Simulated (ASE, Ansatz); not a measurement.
**Localised basis functions on C(110) slab, H on the bottom face, stepped (249 atoms)**

Aim: test how closely localised support functions follow the reference on C(110) slab, H on the bottom face, stepped (249 atoms), and at what cost. A setting counts as converged where the r.m.s. difference of forces stays under 1 % of the r.m.s. force.

Main program and level: Ansatz 0.2.0; Kohn-Sham DFT, r2SCAN+D3(BJ), PAW (set soft_2), plane waves.

## Step 1: The starting structure

The cell holds 249 atoms: 225 C and 24 H. Its edges and angles: a = 10.089 Å, b = 10.701 Å, c = 22.240 Å, α = 90.0°, β = 90.0°, γ = 90.0°. It derives from C (diamond-structure). Diamond-structure C (a = 3.567 Å), (110) slab of 10 atomic planes, 4 x 3 surface cells, H on the broken bonds of the bottom face, 10 Å of vacuum; the top repeat layer removed from part of the cell (two steps); displaced by a Gaussian of 0.02 Å. Regions: slab, 225 atoms (225 C); hydrogen, 24 atoms (24 H). Vacuum lies along c.

Limits known from the start: Beside vacuum, support functions can miss their usual error bounds without a warning. The main run has no spin polarisation, so any moments at edges, vacancies or dangling bonds can't form in it. Sampling is at Γ alone, for a cell whose shortest periodic width is 10 Å.

## Step 2: Plane-wave single point

This run is the reference for what follows, at a cutoff of 500 eV.

input.yaml reads:

```yaml
crystal:
  lattice:
    - [10.089, 0.0, 0.0]
    - [0.0, 10.701, 0.0]
    - [0.0, 0.0, 22.24011]
  atoms:
    - { symbol: C, position: [0.87196, 0.17091, 0.26547] }
    - { symbol: C, position: [0.00066, 0.08152, 0.2646] }
    - { symbol: C, position: [0.99597, 0.00215, 0.32166] }
    - { symbol: C, position: [0.87532, 0.25287, 0.32189] }
    - { symbol: C, position: [0.87518, 0.16563, 0.37714] }
    - { symbol: C, position: [1.0e-05, 0.08638, 0.37806] }
    - { symbol: C, position: [0.99995, 0.00031, 0.4339] }
    - { symbol: C, position: [0.87378, 0.24838, 0.43439] }
    - { symbol: C, position: [0.87532, 0.16914, 0.49174] }
    - { symbol: C, position: [0.00207, 0.08262, 0.49309] }
    - { symbol: C, position: [0.99739, 0.00211, 0.54898] }
    - { symbol: C, position: [0.87324, 0.25488, 0.54903] }
    - { symbol: C, position: [0.87365, 0.17005, 0.60471] }
    - { symbol: C, position: [0.00011, 0.08217, 0.60538] }
    - { symbol: C, position: [0.99883, 0.00253, 0.66125] }
    - { symbol: C, position: [0.87714, 0.2517, 0.66268] }
    - { symbol: C, position: [0.87606, 0.1653, 0.71858] }
    - { symbol: C, position: [0.99851, 0.08287, 0.72049] }
    - { symbol: C, position: [0.12325, 0.16906, 0.26482] }
    - { symbol: C, position: [0.24788, 0.08413, 0.26591] }
    - { symbol: C, position: [0.24983, 0.00039, 0.32183] }
    - { symbol: C, position: [0.12367, 0.25205, 0.31907] }
    - { symbol: C, position: [0.12724, 0.16593, 0.37798] }
    - { symbol: C, position: [0.24848, 0.0841, 0.37789] }
    - { symbol: C, position: [0.24795, 0.00144, 0.43688] }
    - { symbol: C, position: [0.12198, 0.2532, 0.43423] }
    - { symbol: C, position: [0.12437, 0.16997, 0.49126] }
    - { symbol: C, position: [0.2493, 0.08122, 0.49157] }
    - { symbol: C, position: [0.24922, 0.00035, 0.54713] }
    - { symbol: C, position: [0.12386, 0.2478, 0.54981] }
    - { symbol: C, position: [0.12342, 0.16324, 0.60481] }
    - { symbol: C, position: [0.24767, 0.08643, 0.60522] }
    [... 211 atom lines left out ...]
    - { symbol: H, position: [0.62377, 0.55886, 0.22503] }
    - { symbol: H, position: [0.75022, 0.35734, 0.22531] }
    - { symbol: H, position: [0.37427, 0.89269, 0.22643] }
    - { symbol: H, position: [0.50305, 0.6882, 0.22407] }
    - { symbol: H, position: [0.62547, 0.89379, 0.2245] }
    - { symbol: H, position: [0.75035, 0.69254, 0.22566] }
kpoints:
  mp_grid: { grid: [1, 1, 1] }
hamiltonian:
  xc: r2scan
  dispersion: d3bj
scf:
  occupations: { method: gaussian, width: 0.025 }
output:
  forces: true
  populations: true
  dos:
    method: { smearing: { sigma: 0.08 } }
    de: 0.1
    projected:
      site_lists:
        C: [C]
        H: [H]
        hydrogen: [225, 226, 227, 228, 229, 230, 231, 232, 233, 234, 235, 236, 237, 238, 239, 240, 241, 242, 243, 244, 245, 246, 247, 248]
  eigenvalues: true
  write_density: true
  write_potential: true
  volumetric_format: npy
```

On the command line:

```sh
> ansatz run input.yaml --threads 8 --pin off --max-ram 15872MiB --backend cpu --events-out ev --progress --plain --runs-dir out
```

The log of the run:

```text
Warning: the engine holds no damping parameters fitted to this dispersion correction and functional, so the run takes those fitted to r2scan beside the three-body term, which d3bj leaves out (hamiltonian.dispersion, under Limitations)
Engine: ansatz 0.2.0, aarch64-unknown-linux-gnu
Pseudopotentials: kind: paw
Pseudopotential: C, paw, valence charge 4, recommended cutoff 500 eV (meta_gga), C.paw.azcp
Pseudopotential: H, paw, valence charge 1, recommended cutoff 500 eV (meta_gga), H.paw.azcp
[... 6 lines on functional and potentials left out ...]
Crystal: 249 atoms, lattice volume = 2401.095 Å³
Basis set: ecut = 500 eV, 61067 PW (Γ), exchange–correlation on 300×320×720 points (64 copies of the dense FFT grid, shifted against one another)
Bands: 711, of which v1, the nominal top of the filled ones, is band 462 counted from 1 (461 counted from 0)
Symmetry: 1 space group operations
Space group: P1 (ITA 1), of the structure as read, at distance tolerance 1.3e-4 Å
k-points: 1
[... 6 lines on functional and potentials left out ...]
Initial density: superposition of atomic densities (neutral atoms: chi_scale 0, normalization atom), corrected by the library's trained network
Initial wavefunctions: pseudopotential atomic-orbital guess
Functional: x = r2scan, c = r2scan; τ floored in thin density (d = 2e-4 eV/Å³)
SCF iter   1: F=—  HF=-56939.895213 eV  |F-HF|=—  |Δ(HF+E_count)|=         —  Δρ=1.41e-2  dr2=3.64e1  dr2_τ=3.96e1  ethr=1.77e-3  ⟨swp⟩=8.0  Hψ=4016  notcnv=0  defer=179
preconditioner: auto → LDOS  [metal: Δε(μ)=0.019 eV  Ē_g=16.922 eV  σ=0.025 eV  W_gap=0.41  n_scr=500 (ndim 8)  ℏωp=23.0 eV  f_vac=0.372  D(μ)=79.57/eV (n_scr^D=606)  β→1.0]
SCF iter   2: F=—  HF=-56942.761271 eV  |F-HF|=—  |Δ(HF+E_count)|=    2.87e0  Δρ=7.08e-3  dr2=4.06e0  dr2_τ=1.43e-1  ethr=1.77e-3  ⟨swp⟩=2.0  Hψ=839  notcnv=0  defer=241
preconditioner: auto → Resta (q_TF=auto, 2.327 Å⁻¹)  ε∞=2.9  [insulator: Δε(μ)=0.439 eV  Ē_g=16.931 eV  σ=0.025 eV  W_gap=1.00  n_scr=500 (ndim 8)  ℏωp=23.0 eV  f_vac=0.374  D(μ)=0.00/eV (n_scr^D=0)  ε∞_Penn≈2.9  vacuum switching on, ρ_ref=2.1e-2 e/Å³  β→0.5]
SCF iter   3: F=—  HF=-56943.949130 eV  |F-HF|=—  |Δ(HF+E_count)|=    1.19e0  Δρ=1.73e-2  dr2=2.77e1  dr2_τ=5.15e-1  ethr=4.39e-4  ⟨swp⟩=3.0  Hψ=1012  notcnv=0  defer=240  recentre
SCF iter   4: F=—  HF=-56942.700592 eV  |F-HF|=—  |Δ(HF+E_count)|=    1.25e0  Δρ=6.82e-3  dr2=3.76e0  dr2_τ=1.07e-1  ethr=4.39e-4  ⟨swp⟩=3.0  Hψ=888  notcnv=0  defer=241
SCF iter   5: F=—  HF=-56942.373209 eV  |F-HF|=—  |Δ(HF+E_count)|=   3.27e-1  Δρ=3.08e-3  dr2=5.15e-1  dr2_τ=8.31e-3  ethr=4.07e-4  ⟨swp⟩=3.0  Hψ=498  notcnv=0  defer=241
SCF iter   6: F=—  HF=-56942.341145 eV  |F-HF|=—  |Δ(HF+E_count)|=   3.21e-2  Δρ=1.65e-3  dr2=1.45e-1  dr2_τ=5.19e-3  ethr=5.57e-5  ⟨swp⟩=2.0  Hψ=846  notcnv=0  defer=241
SCF iter   7: F=—  HF=-56942.338639 eV  |F-HF|=—  |Δ(HF+E_count)|=   2.51e-3  Δρ=1.28e-3  dr2=1.19e-1  dr2_τ=3.40e-3  ethr=1.57e-5  ⟨swp⟩=3.0  Hψ=842  notcnv=0  defer=241
SCF iter   8: F=—  HF=-56942.332206 eV  |F-HF|=—  |Δ(HF+E_count)|=   6.43e-3  Δρ=5.86e-4  dr2=1.66e-2  dr2_τ=8.57e-4  ethr=1.29e-5  ⟨swp⟩=2.0  Hψ=503  notcnv=0  defer=241
SCF iter   9: F=—  HF=-56942.331931 eV  |F-HF|=—  |Δ(HF+E_count)|=   2.75e-4  Δρ=2.31e-4  dr2=2.30e-3  dr2_τ=9.84e-5  ethr=1.80e-6  ⟨swp⟩=3.0  Hψ=897  notcnv=0  defer=241
SCF iter  10: F=—  HF=-56942.331915 eV  |F-HF|=—  |Δ(HF+E_count)|=   1.66e-5  Δρ=1.53e-4  dr2=1.22e-3  dr2_τ=7.81e-5  ethr=2.49e-7  ⟨swp⟩=3.0  Hψ=915  notcnv=0  defer=241
SCF iter  11: F=—  HF=-56942.332065 eV  |F-HF|=—  |Δ(HF+E_count)|=   1.50e-4  Δρ=9.59e-5  dr2=6.50e-4  dr2_τ=2.66e-5  ethr=1.32e-7  ⟨swp⟩=3.0  Hψ=618  notcnv=0  defer=241
SCF iter  12: F=—  HF=-56942.332053 eV  |F-HF|=—  |Δ(HF+E_count)|=   1.17e-5  Δρ=4.07e-5  dr2=6.70e-5  dr2_τ=2.30e-6  ethr=7.03e-8  ⟨swp⟩=2.0  Hψ=495  notcnv=0  defer=241
SCF iter  13: F=—  HF=-56942.332364 eV  |F-HF|=—  |Δ(HF+E_count)|=   3.11e-4  Δρ=2.49e-5  dr2=1.56e-5  dr2_τ=8.32e-7  ethr=7.25e-9  ⟨swp⟩=2.0  Hψ=1171  notcnv=0  defer=241
SCF iter  14: F=—  HF=-56942.332372 eV  |F-HF|=—  |Δ(HF+E_count)|=   8.08e-6  Δρ=1.61e-5  dr2=7.99e-6  dr2_τ=4.14e-7  ethr=1.69e-9  ⟨swp⟩=3.0  Hψ=757  notcnv=0  defer=241
SCF iter  15: F=—  HF=-56942.332376 eV  |F-HF|=—  |Δ(HF+E_count)|=   3.92e-6  Δρ=7.45e-6  dr2=3.14e-6  dr2_τ=1.59e-7  ethr=8.65e-10  ⟨swp⟩=3.0  Hψ=796  notcnv=0  defer=241
SCF iter  16: F=—  HF=-56942.332376 eV  |F-HF|=—  |Δ(HF+E_count)|=   5.57e-7  Δρ=5.95e-6  dr2=2.86e-6  dr2_τ=1.02e-7  ethr=3.40e-10  ⟨swp⟩=3.0  Hψ=757  notcnv=0  defer=241
SCF iter  17: F=—  HF=-56942.332376 eV  |F-HF|=—  |Δ(HF+E_count)|=   1.34e-7  Δρ=2.08e-6  dr2=1.00e-7  dr2_τ=4.15e-9  ethr=1.08e-11  ⟨swp⟩=32.0  Hψ=9217  notcnv=0
SCF iter  18: F=-56942.332376 eV  HF=-56942.332376 eV  |F-HF|=1.67e-8  |Δ(HF+E_count)|=   8.85e-8  Δρ=1.07e-6  dr2=4.29e-8  dr2_τ=2.15e-9  ethr=1.08e-11  ⟨swp⟩=15.0  Hψ=5397  notcnv=0
SCF 1 converged in 18 iterations: F = -56942.332376 eV  dr2 = 4.29e-8
  greatest PAW one-centre occupation: 0.689 electrons in one spin orbital (limit 2), on the C atom at site 149 (counted from 0), in its partial waves of l = 0
WARN: The output density's exchange-correlation potential varies sharply where the density is thin. Do not read a vacuum level from v_tot or v_xc, or from such a field of the output density. On a cell that repeats whose density bears no net charge and no dipole along the vacuum's axis use v_es (v_loc + v_h of the components); [...]
SCF converged after 18 iterations
Free energy (F): -56942.332376 eV
Harris-Foulkes:  -56942.332376 eV  (|F-HF|=1.67e-8)
Internal energy: -56942.332376 eV  (E = F + TS)
E sigma→0 (E₀):  -56942.332376 eV
Fermi energy:    5.177273 eV
--- Per-component energies (eV) ---
  E_band       = -4064.157339
  E_kinetic    = 20865.772644
  E_local      = -551959.039223  (includes V_loc(G=0)·N_el)
  E_nonlocal   = 5954.782317
  E_hartree    = 268431.468036
  E_xc         = -10931.710404
  E_vxc        = -15116.391065  (∫ρ·V_xc dr)
  E_paw        = -22662.864685  (= ΣΔE_a)
  E_vpaw       = -1479.294896  (= ΣTr[D̂ρ^β])
  E_aug_tail   = -0.011585  (compensation charges beyond the density's cutoff)
  E_vtau       = 807.076321  (kinetic-family band-sum trace: ∫τ·v_τ [+ j·A + Jᵃ·Aᵃ] dr)
  E_ewald      = 233382.436390
  E_disp       = -17.591777  (pairwise vdW)
  E_core_change = -5.574091  (= ΣΔE_core)
  E_smearing   = -0.000000  (= −TS)
  E_closure    = -0.000000  (closes the sum)
  Σ components = -56942.332376   (vs F -56942.332376, Δ=0.00e0)
--- Forces (eV/Å), atoms counted from 1 ---
  atom   1  C      1.16053251    -2.63082876     0.91362357
  atom   2  C     -1.25079240     2.66267813     0.33811653
  atom   3  C      2.53815345    -0.24211063    -0.21337570
  atom   4  C     -0.46363114    -0.25821941    -0.32803903
  atom   5  C      0.12011388     1.42684594     0.93006929
  atom   6  C     -0.04705631    -1.04076696    -0.12549782
  atom   7  C      0.19690896    -0.28036733     1.18885106
  atom   8  C      0.87833757     1.50398749    -0.04575600
  atom   9  C     -0.43115362    -0.58808208     0.08810406
  atom  10  C     -1.34254513     1.17062769    -1.54993740
  atom  11  C      0.94041550    -1.26489332    -0.47189588
  atom  12  C      1.21758767    -1.65549291    -0.96293795
  atom  13  C      0.83948171    -1.14060632     0.84872327
  atom  14  C     -0.89615703     1.39685364    -0.33139227
[...]
atom 248  H     -0.05246334    -0.46884799     0.51874634
  atom 249  H      0.05507406    -0.02881473    -0.78170749
  max |Σ_I F_I| component: 1.02e-4 eV/Å
--- Band table (eV) ---
  k-point 0: bands = ["-17.7779", "-17.0856", "-16.7704", "-16.6837", [... 695 levels ...], "15.1563", "15.1702", "15.1740", "15.1977", "15.2171", "15.2567", "15.2868", "15.2976", "15.3100", "15.3204", "15.3261", "15.3892"]
--- Löwdin populations: 249 sites ---
  site symbol       q [e]
     0      C      4.1275
     1      C      4.1154
     2      C      3.9757
[...]
248      H      0.8333
  spilling = 0.005054 (of n_electrons = 924.000000)
```

Run time: 2.2 min. Hardware: 8 threads of Arm Neoverse V2, shared host; peak memory 7.9 GiB; 18 min of CPU time.

The column dr2 measures how far the density is from self-consistency, as an energy; F and HF (Harris–Foulkes) agree once it is small.

The program notes that the exchange-correlation potential is rough where the density is thin. Further notices: dispersion damping borrowed.

Numbers from this run:

```
free energy                                      : -56942.3324 eV
free energy per atom                             : -228.6841 eV/atom
SCF cycles                                       : 18
r.m.s. force component                           : 1.277 eV/Å
longest force                                    : 6.33 eV/Å
Fermi energy                                     : 5.177 eV
gap (highest filled to lowest empty level) : 0.4485 eV
spilling of the projection                       : 0.005054
```

Neighbours are counted within 1.85 Å (C-C), 1.34 Å (C-H).

Length of the force by element and coordination:

```tsv
element	coordination	atoms	mean length of the force (eV/Å)	spread	least	most
C	all	225	2.02	1.12	0.137	6.33
C	2	6	4.48	0.309	3.95	4.88
C	3	18	4.18	1.43	1.58	6.33
C	4	201	1.75	0.734	0.137	4.38
H	all	24	0.832	0.488	0.321	2.36
```

Löwdin charges by element and coordination (they lack the spilled electrons, 0.019 e an atom on average):

```tsv
element	coordination	atoms	mean charge (e)	spread	least	most
C	all	225	0.004	0.0461	-0.132	0.0761
C	2	6	-0.0676	0.0064	-0.0742	-0.0545
C	3	18	0.0119	0.0307	-0.0324	0.0649
C	4	201	0.0054	0.0462	-0.132	0.0761
H	all	24	0.157	0.0115	0.132	0.182
```

By region:

```tsv
region	atoms	mean length of the force (eV/Å)
slab	225	2.02
hydrogen	24	0.832
```

Density of states as counts of states in windows of 1 eV (from the Fermi level), total and the larger projections:

```tsv
from (eV)	to (eV)	total	C p	C s
-18	-17	45.0	17.5	26.8
-17	-16	35.3	13.5	21.1
-16	-15	27.5	11.0	15.9
-15	-14	18.0	8.0	9.6
-14	-13	43.4	25.7	16.7
-13	-12	58.0	37.1	19.4
-12	-11	31.8	20.7	10.0
-11	-10	32.0	22.5	8.4
-10	-9	45.6	36.9	7.0
-9	-8	69.6	58.1	9.5
-8	-7	69.4	60.7	6.6
-7	-6	74.2	65.5	5.7
-6	-5	85.2	79.4	3.5
-5	-4	73.5	68.5	2.8
-4	-3	50.6	47.6	1.4
-3	-2	43.6	41.7	1.1
-2	-1	17.4	16.0	1.0
-1	0	22.8	20.6	2.0
0	1	13.9	11.9	1.8
1	2	4.2	3.6	0.6
2	3	13.8	10.8	1.4
3	4	7.8	1.9	1.4
4	5	22.5	11.1	7.7
```

The curve was stored every 0.10 eV, coarse against its broadening of 0.08 eV, so these counts are rough.

Between -23 and -18 eV lie 81 more states.

The levels nearest the highest filled one (over half full), pooled over k-points and spins:

```tsv
level less the highest filled one (eV)	occupation
-0.255	2
-0.163	2
-0.113	2
-0.0906	2
-0.021	2
0	2
0.449	0
0.475	0
0.707	0
0.776	0
0.911	0
1.01	0
```

Planar average of the electrostatic potential energy along the normal, with the Fermi level as zero, after a running mean with a triangular window 4 Å wide at its base:

```tsv
height (Å)	potential energy (eV)
0.0	4.78
0.6	4.51
1.2	4.24
1.9	3.97
2.5	3.67
3.2	3.01
3.8	1.65
4.4	-1.01
5.1	-4.34
5.7	-7.90
6.3	-9.97
6.9	-11.27
7.5	-11.38
8.2	-11.54
8.9	-11.42
9.5	-11.68
10.1	-11.53
10.7	-11.76
11.4	-11.62
12.0	-11.79
12.6	-11.65
13.2	-11.76
14.0	-11.46
14.6	-11.47
15.2	-10.51
15.8	-8.99
16.4	-6.12
17.1	-2.46
17.7	0.98
18.3	3.78
18.9	5.16
19.6	5.74
20.3	5.62
20.9	5.37
21.5	5.10
22.1	4.83
```

Electrostatic potential energy in the cb plane at fractional x = 0.122, with atoms of C and H within 0.2 Å of it. With pseudopotentials it is smooth inside the atoms' cores, unlike the true potential.

Ten even steps from '0' (-62 eV) to '9' (10 eV), each cell a mean:
```
9999999999999999999743799985468998645899864589
9999999999999967988500588871038887202788830168
9999999999999955646743774574357447534753653476
9999999999999997202788840068885005888600388883
9999999999999998525899863479997337999843689985
9999999999999999888999988899998889999988899998
9999999999999999999999999999999999999999999999
9999999999999999999988999998889999888999998899
9999999999999999999744799986468998635899974589
9999999999999967988500589972027888201788840068
9999999999999855645643775574257447635754662375
9999999999999998301788840168885005888610388872
9999999999999998534899862379996337999743689985
9999999999999999888999988899998888999988899998
9999999999999999999999999999999999999999999999
9999999999999999999988999998889999988999998899
9999999999999999999745799985468998756899974589
9999999999999966888400588860038888301688840068
9999999999999955536633764574367447524754763475
9999999999999987202788830178885005878610488872
9999999999999998535899852489997347999732689985
9999999999999999888999988899999889999988899998
9999999999999999999999999999999999999999999999
9999999999999999999988999999899999989999998999
```
Columns run along c (16.0 Å, from fractional 0.00 to 0.72 of the cell; values clipped at the 3rd and 97th percentile), rows up along b (10.7 Å). Atoms in or near the plane, at fractional coordinates: C at (0.26, 0.17), C at (0.32, 0.25), C at (0.38, 0.17), C at (0.43, 0.25), C at (0.49, 0.17), C at (0.55, 0.25), C at (0.60, 0.16), C at (0.66, 0.25), C at (0.72, 0.17), C at (0.27, 0.50), C at (0.32, 0.59), C at (0.38, 0.50), C at (0.44, 0.58), C at (0.49, 0.50) and more.

Valence density in the cb plane at fractional x = 0.122, with atoms of C and H within 0.2 Å of it. It is the smooth field of the valence electrons, not physical close to the nuclei.

Values in e/Å³, 13 rows by 16 columns, each cell a mean:
```
0.0 0.0 0.0 0.0 0.1 0.4 0.6 1.4 0.4 1.2 0.9 0.6 1.3 0.5 1.2 0.8
0.0 0.0 0.0 0.0 0.2 1.3 1.3 1.2 1.4 1.3 1.4 1.4 1.2 1.5 1.4 1.2
0.0 0.0 0.0 0.0 0.1 0.7 0.9 0.3 1.2 0.4 0.7 0.9 0.3 1.1 0.5 0.6
0.0 0.0 0.0 0.0 0.0 0.2 0.2 0.2 0.2 0.2 0.2 0.2 0.2 0.2 0.2 0.2
0.0 0.0 0.0 0.0 0.0 0.1 0.4 1.0 0.2 0.8 0.6 0.4 1.0 0.3 0.7 0.6
0.0 0.0 0.0 0.0 0.2 1.1 1.3 1.5 1.0 1.4 1.4 1.2 1.5 1.1 1.5 1.4
0.0 0.0 0.0 0.0 0.1 0.9 1.3 0.5 1.5 0.7 1.0 1.2 0.5 1.4 0.8 0.9
0.0 0.0 0.0 0.0 0.0 0.3 0.4 0.2 0.5 0.2 0.3 0.4 0.2 0.4 0.2 0.3
0.0 0.0 0.0 0.0 0.0 0.1 0.3 0.6 0.2 0.6 0.4 0.2 0.6 0.2 0.5 0.4
0.0 0.0 0.0 0.0 0.2 0.8 1.0 1.5 0.6 1.4 1.1 0.8 1.5 0.7 1.3 1.2
0.0 0.0 0.0 0.0 0.1 1.3 1.4 0.8 1.6 0.9 1.2 1.4 0.9 1.6 1.0 1.1
0.0 0.0 0.0 0.0 0.0 0.5 0.6 0.2 0.8 0.3 0.4 0.6 0.2 0.8 0.3 0.4
0.0 0.0 0.0 0.0 0.0 0.1 0.2 0.3 0.2 0.3 0.2 0.2 0.3 0.2 0.3 0.2
```
Columns run along c (16.0 Å, from fractional 0.00 to 0.72 of the cell), rows up along b (10.7 Å). Atoms in or near the plane, at fractional coordinates: C at (0.26, 0.17), C at (0.32, 0.25), C at (0.38, 0.17), C at (0.43, 0.25), C at (0.49, 0.17), C at (0.55, 0.25), C at (0.60, 0.16), C at (0.66, 0.25), C at (0.72, 0.17), C at (0.27, 0.50), C at (0.32, 0.59), C at (0.38, 0.50), C at (0.44, 0.58), C at (0.49, 0.50) and more.

Mean Löwdin charges: C +0.00, H +0.16 e (they miss 0.51 % of the electrons, so they add up to more than the cell's charge). Charges this small depend on the projection, at times even in sign. The largest share in the top eV of filled states is C p (91 % of the projected weight), and in the lowest eV of empty states C p (87 % of the projected weight). The potential slopes across the vacuum by 0.44 eV/Å: the slab bears a dipole, and with periodic images along the normal there is no flat vacuum level to read.

[end of part 1 of 2]

[Logs are printed without paths, hosts, clocks, repeated set-up lines and the standing remarks that a program may print on its own settings, such as how far it seeks lower states.]

[Hosts, paths, dates, database ids (printed as entryN), source tags and the programs' standing remarks are cut or masked in the printed files.]
